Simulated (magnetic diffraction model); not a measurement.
# Solving a magnetic structure from powder neutron data: Mg₁₄CrPb

Space group P-6m2 (no. 187), a = 6.3140 Å, c = 10.0980 Å.

| site | atom | x | y | z |
| --- | --- | --- | --- | --- |
| 1b | Pb | 0 | 0 | 1/2 |
| 1a | Cr | 0 | 0 | 0 |
| 2i | Mg | 2/3 | 1/3 | 0.7541 |
| 6n | Mg | 0.6921 | 0.8460 | 0.7591 |
| 3k | Mg | 0.5046 | 0.4954 | 1/2 |
| 3j | Mg | 0.5032 | 0.4968 | 0 |

The compound is invented for this exercise: a known structure type with other elements, its cell scaled to their sizes and not relaxed.

Only Cr is taken to order (form factors of Cr2+); orders and moment sizes are assumed, and not adapted to the symmetry. Radiation: neutrons of λ = 1.909 Å, 8° to 50°; isotropic B of 0.3 Å² (Pb), 0.52 Å² (Cr) and 0.56 Å² (Mg). Simulated constant-wavelength pattern: nuclear and magnetic terms add, the magnetic one as |2.695 fm × Σ f S⊥ exp(2πi Q·r) exp(−B s²)|², summed over all Q at one angle with the factor 1/(sin²θ cos θ). For collinear order S is the moment m, which repeats by lattice and centring translations R with the sign exp(−2πi k·R). Free-ion form factors, Sears's scattering lengths of 1992, no absorption; a label names one of the reflections at its angle. The strongest nuclear line in the range is 100, and lines under 0.2 are left out.

Above the ordering temperature:

```csv
2θ (°),index,I
10.85,(0 0 1),0.7
20.11,(1 0 0),1.6
22.90,(1 0 1),2.0
32.95,(0 0 3),0.8
36.94,(1 1 1),1.0
38.90,(1 0 3),1.2
40.87,(2 0 0),21.6
42.41,(2 0 1),1.1
44.43,(0 0 4),24.5
46.78,(2 0 2),100.0
48.98,(1 1 3),0.4
49.22,(1 0 4),0.6
```

Below it (cell unchanged):

```tsv
2θ (°)	I
10.01	1.8
10.85	0.7
14.78	1.0
17.39	0.6
20.11	1.6
20.54	0.7
22.90	2.0
24.04	0.2
26.70	0.4
28.02	0.2
28.90	0.6
32.33	0.2
32.95	0.8
34.73	0.3
36.94	1.0
38.37	0.3
38.90	1.2
40.87	21.6
42.41	1.1
44.43	24.5
46.78	100.0
48.98	0.4
49.22	0.6
```

**Question.** Check that the new lines index with k = (1/2 1/2 0), then choose among these models:
A. collinear moments along [001], 2.39 μB on Cr
B. collinear moments along [120], 2.39 μB on Cr
C. collinear moments along [101], 2.39 μB on Cr

The new lines index as (1/2 -1/2 0) at 10.01°, (1/2 -1/2 1) at 14.78°, (1/2 1/2 0) at 17.39° and (1/2 1/2 1) at 20.54°, that is as H ± k with k = (1/2 1/2 0), one of 3 inequivalent arms of its star (k and −k counted as one), which a powder can't tell apart. Half indices mean that the moments reverse under translations with k·R a half-integer, and the magnetic cell has twice the primitive volume.

Magnetic intensity, observed (below minus above) and for each model:

| 2θ (°) | index | observed | A | B | C |
| --- | --- | --- | --- | --- | --- |
| 10.01 | (1/2 -1/2 0) | 1.8 | 2.3 | 1.7 | 1.8 |
| 14.78 | (1/2 -1/2 1) | 1.0 | 0.9 | 1.8 | 1.0 |
| 17.39 | (1/2 1/2 0) | 0.6 | 0.7 | <0.2 | 0.6 |
| 20.54 | (1/2 1/2 1) | 0.7 | 0.7 | 0.4 | 0.7 |
| 24.04 | (1/2 -1/2 2) | 0.2 | <0.2 | 0.6 | 0.2 |
| 28.90 | (3/2 -1/2 1) | 0.6 | 0.7 | 0.5 | 0.6 |

Model C matches.

The structure used: k = (1/2 1/2 0), collinear moments along [101], 2.39 μB on Cr.

[Logs are printed without paths, hosts, clocks, repeated set-up lines and the standing remarks that a program may print on its own settings, such as how far it seeks lower states.]
